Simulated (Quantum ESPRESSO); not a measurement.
# 1T-SnSe2, 1 layer, stepped through biaxial strain, part 3 of 7

Aim: how the results for 1T-SnSe2, 1 layer change with biaxial strain.

Quantum ESPRESSO 7.5; plane-wave DFT, PBE, GBRV ultrasoft pseudopotentials.

So far. Step 2 (Variable-cell relaxation of the reference):  The last row is no step: it is a fresh SCF in the final cell with a new plane-wave basis, +5 meV from the row before. Step 3 (Relaxing the ions, -4 %): The relaxation lowers the energy by 9 meV an atom.

## 5. Potential by pp.x, -4 %

plot_num = 11 writes the bare and Hartree potential, from which vacuum levels or, in a crystal, the mean potential are read.

Contents of m0.pot.in:

```
&inputpp
  prefix = 'm0.scf'
  outdir = './out'
  filplot = 'm0.pot.dat'
  plot_num = 11
/
```

Command:

```
OMP_NUM_THREADS=1 mpirun -n 4 pp.x -in m0.pot.in > m0.pot.out
```

What it wrote:

```text
[banner, memory and clock lines left out]
Program POST-PROC v.7.5 starts

          URL

     ./out/m0.scf.save/

     IMPORTANT: XC functional enforced from input :
     Exchange-correlation= PBE
                           (   1   4   3   4   0   0   0)
     Any further DFT definition will be discarded
     Please, verify this is what you really want

     negative rho (up, down):  2.509E-04 0.000E+00

     Calling punch_plot, plot_num =  11
     Writing data to file  m0.pot.dat
     Message from routine chdens:
     namelist plot not found or invalid, exiting
```

It took 0.87 s on 4 MPI ranks of Arm Neoverse V2, shared host; peak memory 0.09 GiB; 3.2 s of CPU time.

Numbers from this step:

* slope of the potential above: 7.25e-5 eV/Å
* upper vacuum line continued to the top atoms, over the valence top: 5.544 eV
* slope of the potential below: -3.41e-5 eV/Å
* lower vacuum line continued to the bottom atoms, over the valence top: 5.544 eV
* vacuum level at the upper face over the valence top of the mesh: 5.544 eV
* vacuum level at the lower face over the valence top of the mesh: 5.544 eV

Electrostatic potential energy of an electron; zero at the highest filled level of the SCF mesh. The potential energy, planar mean by z:

z (Å), potential energy, planar mean (eV) and a bar from the least value:
```
        0        5.5 ##############################
        1        5.5 ##############################
        2        5.5 ##############################
        3        5.5 ##############################
        4        5.5 ##############################
        5        5.4 ##############################
        6        2.6 #########################
        7      -11.6 
        8       -7.2 ########
        9       -8.8 #####
       10      -10.7 ##
       11        1.4 #######################
       12        5.3 ##############################
       13        5.5 ##############################
       14        5.5 ##############################
       15        5.5 ##############################
       16        5.5 ##############################
```

## 6. Bands along a path, -4 %

Bands along a path place the edges.

Contents of m0.bands.in:

```
&control
  prefix = 'm0.bands'
  outdir = './out'
  pseudo_dir = './pseudo'
  calculation = 'bands'
/
&system
  ibrav = 0
  nat = 3
  ntyp = 2
  ecutwfc = 40
  ecutrho = 200
  occupations = 'smearing'
  smearing = 'fd'
  degauss = 0.002
  nbnd = 19
/
&electrons
  conv_thr = 1e-07
  mixing_beta = 0.4
  electron_maxstep = 120
  mixing_mode = 'plain'
/
ATOMIC_SPECIES
  Se  78.9710  se_pbe_v1.uspp.F.UPF
  Sn  118.7100  sn_pbe_v1.4.uspp.F.UPF
CELL_PARAMETERS angstrom
  3.68993700288000 0.00000000000000 0.00000000000000
  -1.84496850144000 3.19557918240000 0.00000000000000
  0.00000000000000 0.00000000000000 17.11048904300000
ATOMIC_POSITIONS crystal
  Se  0.666666666700 0.333333333300 0.403444180800
  Sn  0.000000000000 0.000000000000 0.500000000000
  Se  0.333333333300 0.666666666700 0.596555819200
K_POINTS crystal_b
4
  0.0000000000 0.0000000000 0.0000000000 12
  0.5000000000 0.0000000000 0.0000000000 12
  0.3333333333 0.3333333333 0.0000000000 12
  0.0000000000 0.0000000000 0.0000000000 1
```

Command:

```
cp -r out/m0.scf.save out/m0.bands.save
cp out/m0.scf.xml out/m0.bands.xml
OMP_NUM_THREADS=1 mpirun -n 4 pw.x -nk 4 -in m0.bands.in > m0.bands.out
```

What it wrote:

```text
[banner, memory and clock lines left out]
Program PWSCF v.7.5 starts

          URL

     Atomic positions and unit cell read from directory:
     ./out/m0.bands.save/

     Message from routine setup:
     using ibrav=0 with symmetry is DISCOURAGED, use correct ibrav instead

     G-vector sticks info

     bravais-lattice index     =            0
     lattice parameter (alat)  =       6.9730  a.u.
     unit-cell volume          =    1361.5311 (a.u.)^3
     number of atoms/cell      =            3
     number of atomic types    =            2
     number of electrons       =        26.00
     number of Kohn-Sham states=           19
     kinetic-energy cutoff     =      40.0000  Ry
     charge density cutoff     =     200.0000  Ry
     Exchange-correlation=  SLA  PW   PBX  PBC
                           (   1   4   3   4   0   0   0)

     celldm(1)=   6.972970  celldm(2)=   0.000000  celldm(3)=   0.000000
     celldm(4)=   0.000000  celldm(5)=   0.000000  celldm(6)=   0.000000

     crystal axes: (cart. coord. in units of alat)
               a(1) = (   1.000000   0.000000   0.000000 )
               a(2) = (  -0.500000   0.866025   0.000000 )
               a(3) = (   0.000000   0.000000   4.637068 )

     reciprocal axes: (cart. coord. in units 2 pi/alat)
               b(1) = (  1.000000  0.577350 -0.000000 )
               b(2) = (  0.000000  1.154701  0.000000 )
               b(3) = (  0.000000 -0.000000  0.215654 )

     PseudoPot. # 1 for Se read from file:
     ./pseudo/se_pbe_v1.uspp.F.UPF
     Pseudo is Ultrasoft + core correction, Zval =  6.0
     Generated by new atomic code, or converted to UPF format
     Using radial grid of  877 points,  6 beta functions with:
                l(1) =   0
                l(2) =   0
                l(3) =   1
                l(4) =   1
                l(5) =   2
                l(6) =   2
     Q(r) pseudized with  8 coefficients,  rinner =    1.300   1.300   1.300
                                                       1.300   1.300

     PseudoPot. # 2 for Sn read from file:
     ./pseudo/sn_pbe_v1.4.uspp.F.UPF
     Pseudo is Ultrasoft + core correction, Zval = 14.0
     Generated by new atomic code, or converted to UPF format
     Using radial grid of  891 points,  6 beta functions with:
                l(1) =   0
                l(2) =   0
                l(3) =   1
                l(4) =   1
                l(5) =   2
                l(6) =   2
     Q(r) pseudized with  8 coefficients,  rinner =    1.350   1.350   1.350
                                                       1.350   1.350

     atomic species   valence    mass     pseudopotential
     Se                6.00    78.97100     Se( 1.00)
     Sn               14.00   118.71000     Sn( 1.00)

     12 Sym. Ops., with inversion, found

   Cartesian axes

     site n.     atom                  positions (alat units)
         1        Se     tau(   1) = (   0.5000000   0.2886751   1.8707981  )
         2        Sn     tau(   2) = (   0.0000000   0.0000000   2.3185340  )
         3        Se     tau(   3) = (  -0.0000000   0.5773503   2.7662699  )

     number of k points=    37  Fermi-Dirac smearing, width (Ry)=  0.0020
                       cart. coord. in units 2pi/alat
        k(    1) = (   0.0000000   0.0000000   0.0000000), wk =   0.0540541
        k(    2) = (   0.0416667   0.0240563   0.0000000), wk =   0.0540541
        k(    3) = (   0.0833333   0.0481125   0.0000000), wk =   0.0540541
        k(    4) = (   0.1250000   0.0721688   0.0000000), wk =   0.0540541
        k(    5) = (   0.1666667   0.0962250   0.0000000), wk =   0.0540541
        k(    6) = (   0.2083333   0.1202813   0.0000000), wk =   0.0540541
        k(    7) = (   0.2500000   0.1443376   0.0000000), wk =   0.0540541
        k(    8) = (   0.2916667   0.1683938   0.0000000), wk =   0.0540541
        k(    9) = (   0.3333333   0.1924501   0.0000000), wk =   0.0540541
        k(   10) = (   0.3750000   0.2165064   0.0000000), wk =   0.0540541
        k(   11) = (   0.4166667   0.2405626   0.0000000), wk =   0.0540541
        k(   12) = (   0.4583333   0.2646189   0.0000000), wk =   0.0540541
        k(   13) = (   0.5000000   0.2886751   0.0000000), wk =   0.0540541
        k(   14) = (   0.4861111   0.3127314   0.0000000), wk =   0.0540541
        k(   15) = (   0.4722222   0.3367877   0.0000000), wk =   0.0540541
        k(   16) = (   0.4583333   0.3608439   0.0000000), wk =   0.0540541
        k(   17) = (   0.4444444   0.3849002   0.0000000), wk =   0.0540541
        k(   18) = (   0.4305556   0.4089564   0.0000000), wk =   0.0540541
        k(   19) = (   0.4166667   0.4330127   0.0000000), wk =   0.0540541
        k(   20) = (   0.4027778   0.4570690   0.0000000), wk =   0.0540541
        k(   21) = (   0.3888889   0.4811252   0.0000000), wk =   0.0540541
        k(   22) = (   0.3750000   0.5051815   0.0000000), wk =   0.0540541
        k(   23) = (   0.3611111   0.5292377   0.0000000), wk =   0.0540541
        k(   24) = (   0.3472222   0.5532940   0.0000000), wk =   0.0540541
        k(   25) = (   0.3333333   0.5773503   0.0000000), wk =   0.0540541
        k(   26) = (   0.3055556   0.5292377   0.0000000), wk =   0.0540541
        k(   27) = (   0.2777778   0.4811252   0.0000000), wk =   0.0540541
        k(   28) = (   0.2500000   0.4330127   0.0000000), wk =   0.0540541
        k(   29) = (   0.2222222   0.3849002   0.0000000), wk =   0.0540541
        k(   30) = (   0.1944444   0.3367877   0.0000000), wk =   0.0540541
        k(   31) = (   0.1666667   0.2886751   0.0000000), wk =   0.0540541
        k(   32) = (   0.1388889   0.2405626   0.0000000), wk =   0.0540541
        k(   33) = (   0.1111111   0.1924501   0.0000000), wk =   0.0540541
        k(   34) = (   0.0833333   0.1443376   0.0000000), wk =   0.0540541
        k(   35) = (   0.0555556   0.0962250   0.0000000), wk =   0.0540541
        k(   36) = (   0.0277778   0.0481125   0.0000000), wk =   0.0540541
        k(   37) = (   0.0000000   0.0000000   0.0000000), wk =   0.0540541

     Dense  grid:    65125 G-vectors     FFT dimensions: (  32,  32, 150)

     Smooth grid:    46421 G-vectors     FFT dimensions: (  30,  30, 135)

     The potential is recalculated from file :
     ./out/m0.bands.save/charge-density

     negative rho (up, down):  2.509E-04 0.000E+00
     Starting wfcs are   17 randomized atomic wfcs +    2 random wfcs

     Band Structure Calculation
     Davidson diagonalization with overlap

     ethr =  3.85E-10,  avg # of iterations = 68.5

     End of band structure calculation

          k = 0.0000 0.0000 0.0000 (  5759 PWs)   bands (ev):

   -22.2572 -22.2572 -22.2003 -22.1860 -22.1860 -14.8961 -13.5641  -7.0997
[...]
4.2881   4.6089   4.6964

          k = 0.1667 0.0962 0.0000 (  5762 PWs)   bands (ev):

   -22.2681 -22.2418 -22.1985 -22.1895 -22.1869 -14.6006 -13.3414  -7.0824
    -3.1487  -2.5797  -2.1231  -1.9226  -0.8651   1.5117   3.0260   4.2323
     4.4682   4.6959   4.9320

          k = 0.2083 0.1203 0.0000 (  5760 PWs)   bands (ev):

   -22.2744 -22.2349 -22.2037 -22.1868 -22.1842 -14.4409 -13.2304  -7.1152
    -3.7347  -2.7841  -2.2748  -2.1612  -0.9314   1.3018   3.0678   4.4833
     4.6229   4.8070   5.2177

          k = 0.2500 0.1443 0.0000 (  5782 PWs)   bands (ev):

   -22.2816 -22.2282 -22.2089 -22.1860 -22.1783 -14.2530 -13.1096  -7.1969
    -4.2604  -3.1292  -2.3880  -2.2243  -1.0103   0.9809   3.1410   4.4787
     4.7287   4.9927   5.4907

          k = 0.2917 0.1684 0.0000 (  5812 PWs)   bands (ev):

   -22.2892 -22.2225 -22.2138 -22.1842 -22.1724 -14.0429 -12.9890  -7.3410
    -4.7084  -3.4226  -2.5932  -2.1459  -1.0921   0.6375   3.1818   4.3394
     4.7816   5.1340   5.5344

          k = 0.3333 0.1925 0.0000 (  5828 PWs)   bands (ev):

   -22.2966 -22.2184 -22.2181 -22.1813 -22.1667 -13.8194 -12.8808  -7.5412
    -5.0773  -3.6183  -2.7694  -2.0798  -1.1690   0.3202   3.1801   4.1671
     4.7932   5.0316   5.7018

          k = 0.3750 0.2165 0.0000 (  5824 PWs)   bands (ev):

   -22.3032 -22.2215 -22.2158 -22.1777 -22.1619 -13.5950 -12.7988  -7.7656
    -5.3730  -3.7136  -2.9114  -2.0434  -1.2346   0.0594   3.1525   4.0197
     4.7809   4.8063   6.0353

          k = 0.4167 0.2406 0.0000 (  5824 PWs)   bands (ev):

   -22.3083 -22.2241 -22.2145 -22.1744 -22.1582 -13.3886 -12.7542  -7.9693
    -5.5950  -3.7347  -3.0153  -2.0410  -1.2844  -0.1264   3.1184   3.9285
     4.5790   4.7605   6.4486

          k = 0.4583 0.2646 0.0000 (  5834 PWs)   bands (ev):

   -22.3116 -22.2257 -22.2139 -22.1721 -22.1558 -13.2295 -12.7474  -8.1104
    -5.7349  -3.7219  -3.0786  -2.0582  -1.3155  -0.2331   3.0918   3.8976
     4.4017   4.7438   6.9197

          k = 0.5000 0.2887 0.0000 (  5828 PWs)   bands (ev):

   -22.3127 -22.2262 -22.2137 -22.1712 -22.1550 -13.1651 -12.7536  -8.1607
    -5.7828  -3.7124  -3.0998  -2.0685  -1.3261  -0.2672   3.0818   3.8973
     4.3302   4.7375   7.3818

          k = 0.4861 0.3127 0.0000 (  5825 PWs)   bands (ev):

   -22.3122 -22.2260 -22.2142 -22.1715 -22.1551 -13.1610 -12.7518  -8.1599
    -5.7755  -3.7141  -3.1490  -2.0656  -1.3619  -0.2260   3.1254   3.9110
     4.3566   4.7060   7.3905

          k = 0.4722 0.3368 0.0000 (  5817 PWs)   bands (ev):

   -22.3107 -22.2252 -22.2156 -22.1723 -22.1552 -13.1486 -12.7463  -8.1578
    -5.7536  -3.7199  -3.2844  -2.0583  -1.4623  -0.1147   3.2443   3.9565
     4.4306   4.6244   7.4165

          k = 0.4583 0.3608 0.0000 (  5817 PWs)   bands (ev):

   -22.3082 -22.2239 -22.2179 -22.1735 -22.1554 -13.1283 -12.7377  -8.1548
    -5.7171  -3.7327  -3.4788  -2.0487  -1.6085   0.0382   3.4050   4.0485
     4.4434   4.6210   7.4596

          k = 0.4444 0.3849 0.0000 (  5819 PWs)   bands (ev):

   -22.3049 -22.2222 -22.2211 -22.1753 -22.1556 -13.1007 -12.7267  -8.1518
    -5.6664  -3.7575  -3.7041  -2.0385  -1.7769   0.2021   3.5598   4.2096
     4.3061   4.8084   7.5194

          k = 0.4306 0.4090 0.0000 (  5829 PWs)   bands (ev):

   -22.3008 -22.2251 -22.2199 -22.1774 -22.1559 -13.0664 -12.7144  -8.1498
    -5.6016  -3.9383  -3.8008  -2.0293  -1.9435   0.3525   3.6774   4.1551
     4.4446   5.0714   7.5949

          k = 0.4167 0.4330 0.0000 (  5843 PWs)   bands (ev):

   -22.2962 -22.2296 -22.2173 -22.1798 -22.1563 -13.0263 -12.7022  -8.1500
    -5.5233  -4.1651  -3.8697  -2.0877  -2.0228   0.4734   3.7611   4.0184
     4.7220   5.3969   7.6840

          k = 0.4028 0.4571 0.0000 (  5839 PWs)   bands (ev):

   -22.2910 -22.2348 -22.2143 -22.1826 -22.1566 -12.9818 -12.6918  -8.1533
    -5.4320  -4.3724  -3.9685  -2.1945  -2.0214   0.5572   3.8233   3.9091
     4.9992   5.7780   7.7795

          k = 0.3889 0.4811 0.0000 (  5825 PWs)   bands (ev):

   -22.2855 -22.2403 -22.2111 -22.1855 -22.1570 -12.9340 -12.6853  -8.1600
    -5.3286  -4.5516  -4.0955  -2.2576  -2.0274   0.6045   3.8341   3.8693
     5.2384   6.2041   7.8029

          k = 0.3750 0.5052 0.0000 (  5821 PWs)   bands (ev):

   -22.2798 -22.2460 -22.2076 -22.1885 -22.1574 -12.8847 -12.6850  -8.1699
    -5.2148  -4.6970  -4.2420  -2.2793  -2.0437   0.6223   3.7948   3.8987
     5.4119   6.6569   7.7859

          k = 0.3611 0.5292 0.0000 (  5839 PWs)   bands (ev):

   -22.2741 -22.2518 -22.2042 -22.1916 -22.1577 -12.8355 -12.6933  -8.1811
    -5.0940  -4.8050  -4.3938  -2.2667  -2.0725   0.6215   3.7886   3.9080
     5.5116   7.1009   7.8300

          k = 0.3472 0.5533 0.0000 (  5837 PWs)   bands (ev):

   -22.2685 -22.2575 -22.2008 -22.1947 -22.1579 -12.7885 -12.7128  -8.1908
    -4.9773  -4.8750  -4.5293  -2.2282  -2.1153   0.6137   3.8103   3.8934
     5.5529   7.4513   7.9211

          k = 0.3333 0.5774 0.0000 (  5835 PWs)   bands (ev):

   -22.2630 -22.2630 -22.1977 -22.1977 -22.1579 -12.7456 -12.7456  -8.1949
    -4.9081  -4.9081  -4.5959  -2.1719  -2.1719   0.6093   3.8536   3.8536
     5.5615   7.5734   8.0055

          k = 0.3056 0.5292 0.0000 (  5827 PWs)   bands (ev):

   -22.2728 -22.2530 -22.2031 -22.1928 -22.1577 -12.8573 -12.6804  -8.1700
    -5.0256  -4.8781  -4.3835  -2.3155  -2.0316   0.6364   3.7146   3.9789
     5.5495   7.3518   7.7230

          k = 0.2778 0.4811 0.0000 (  5827 PWs)   bands (ev):

   -22.2801 -22.2444 -22.2076 -22.1903 -22.1571 -13.0320 -12.6544  -8.0799
    -5.1330  -4.7537  -4.0357  -2.4622  -1.8894   0.7237   3.5569   4.1140
     5.5133   6.9761   7.3126

          k = 0.2500 0.4330 0.0000 (  5845 PWs)   bands (ev):

   -22.2845 -22.2377 -22.2105 -22.1897 -22.1574 -13.2594 -12.6763  -7.9198
    -5.1128  -4.5819  -3.6600  -2.5499  -1.7771   0.8590   3.4563   4.2077
     5.4221   6.5743   6.8165

          k = 0.2222 0.3849 0.0000 (  5845 PWs)   bands (ev):

   -22.2857 -22.2332 -22.2118 -22.1901 -22.1596 -13.5198 -12.7464  -7.7092
    -4.9490  -4.4017  -3.2842  -2.5184  -1.7118   1.0194   3.4578   4.2117
     5.2665   6.2065   6.3633

          k = 0.1944 0.3368 0.0000 (  5833 PWs)   bands (ev):

   -22.2841 -22.2312 -22.2113 -22.1906 -22.1640 -13.7914 -12.8561  -7.4853
    -4.6459  -4.2153  -2.9397  -2.3432  -1.6851   1.1854   3.5632   4.1032
     5.0606   5.8845   5.9947

          k = 0.1667 0.2887 0.0000 (  5827 PWs)   bands (ev):

   -22.2802 -22.2319 -22.2091 -22.1907 -22.1704 -14.0553 -12.9911  -7.2917
    -4.2179  -3.9778  -2.6736  -2.0547  -1.6565   1.3458   3.7247   3.9056
     4.8325   5.5813   5.6936

          k = 0.1389 0.2406 0.0000 (  5803 PWs)   bands (ev):

   -22.2751 -22.2352 -22.2052 -22.1902 -22.1776 -14.2967 -13.1354  -7.1601
    -3.6860  -3.6372  -2.5367  -1.7141  -1.5707   1.4926   3.6738   3.8351
     4.6445   5.2847   5.3953

          k = 0.1111 0.1925 0.0000 (  5805 PWs)   bands (ev):

   -22.2695 -22.2403 -22.2003 -22.1902 -22.1841 -14.5051 -13.2739  -7.0948
    -3.1771  -3.0764  -2.5229  -1.4246  -1.3841   1.5982   3.4790   3.7682
     4.5492   5.0035   5.0720

          k = 0.0833 0.1443 0.0000 (  5785 PWs)   bands (ev):

   -22.2645 -22.2462 -22.1951 -22.1929 -22.1866 -14.6731 -13.3940  -7.0773
    -2.6221  -2.5739  -2.4217  -1.2677  -1.1133   1.5837   3.4186   3.5258
     4.4382   4.7499   4.7560

          k = 0.0556 0.0962 0.0000 (  5771 PWs)   bands (ev):

   -22.2605 -22.2518 -22.1969 -22.1904 -22.1864 -14.7961 -13.4864  -7.0837
    -2.6298  -2.0270  -1.7976  -1.1271  -0.9297   1.3801   3.1488   3.5548
     4.2009   4.5335   4.5866

          k = 0.0278 0.0481 0.0000 (  5771 PWs)   bands (ev):

   -22.2580 -22.2558 -22.1995 -22.1871 -22.1861 -14.8709 -13.5444  -7.0948
    -2.6722  -1.4902  -1.3511  -0.9698  -0.8457   1.0745   2.7336   3.8015
     4.0157   4.3583   4.5142

          k = 0.0000 0.0000 0.0000 (  5759 PWs)   bands (ev):

   -22.2572 -22.2572 -22.2003 -22.1860 -22.1860 -14.8961 -13.5641  -7.0997
    -2.6875  -1.2291  -1.2291  -0.8462  -0.8462   0.9122   2.5385   3.9556
     3.9556   4.2581   4.4910

     XML data file, pseudopotentials, collected wavefunctions

                                        0.00s GPU  (     639 calls)
```

Run time: 25 s. Hardware: 4 MPI ranks; peak memory 0.31 GiB; 99 s of CPU time.

Band numbers count within the set of bands kept for display. The electronic bands at the labelled points (eV, zero at the highest filled level of the SCF mesh; v1 is the highest filled band, c1 the lowest empty one):

```
  point     v4     v3     v2     v1    c1    c2    c3    c4
      Γ  -0.42  -0.42  -0.04  -0.04  1.72  3.35  4.77  4.77
halfway  -2.32  -1.58  -1.41  -0.20  1.79  3.95  5.29  5.54
      M  -2.90  -2.29  -1.26  -0.52  0.54  3.89  4.71  5.14
halfway  -3.35  -3.06  -1.28  -1.21  1.28  4.57  4.83  5.53
      K  -4.10  -3.79  -1.36  -1.36  1.42  4.66  4.66  6.37
halfway  -3.17  -1.86  -1.24  -0.85  2.16  4.54  4.72  5.64
      Γ  -0.42  -0.42  -0.04  -0.04  1.72  3.35  4.77  4.77
```

Along this path the valence top lies near Γ and the conduction bottom at M.

(Continued in part 4 of 7.)

[Logs are printed without paths, hosts, clocks, repeated set-up lines and the standing remarks that a program may print on its own settings, such as how far it seeks lower states.]

[Hosts, paths, dates, database ids (printed as entryN), source tags and the programs' standing remarks are cut or masked in the printed files.]

[Maps of the electrostatic potential energy from Ansatz leave out the sawtooth potential of an applied field or a dipole correction, so their vacuum need not be flat; planar profiles and work functions include it.]
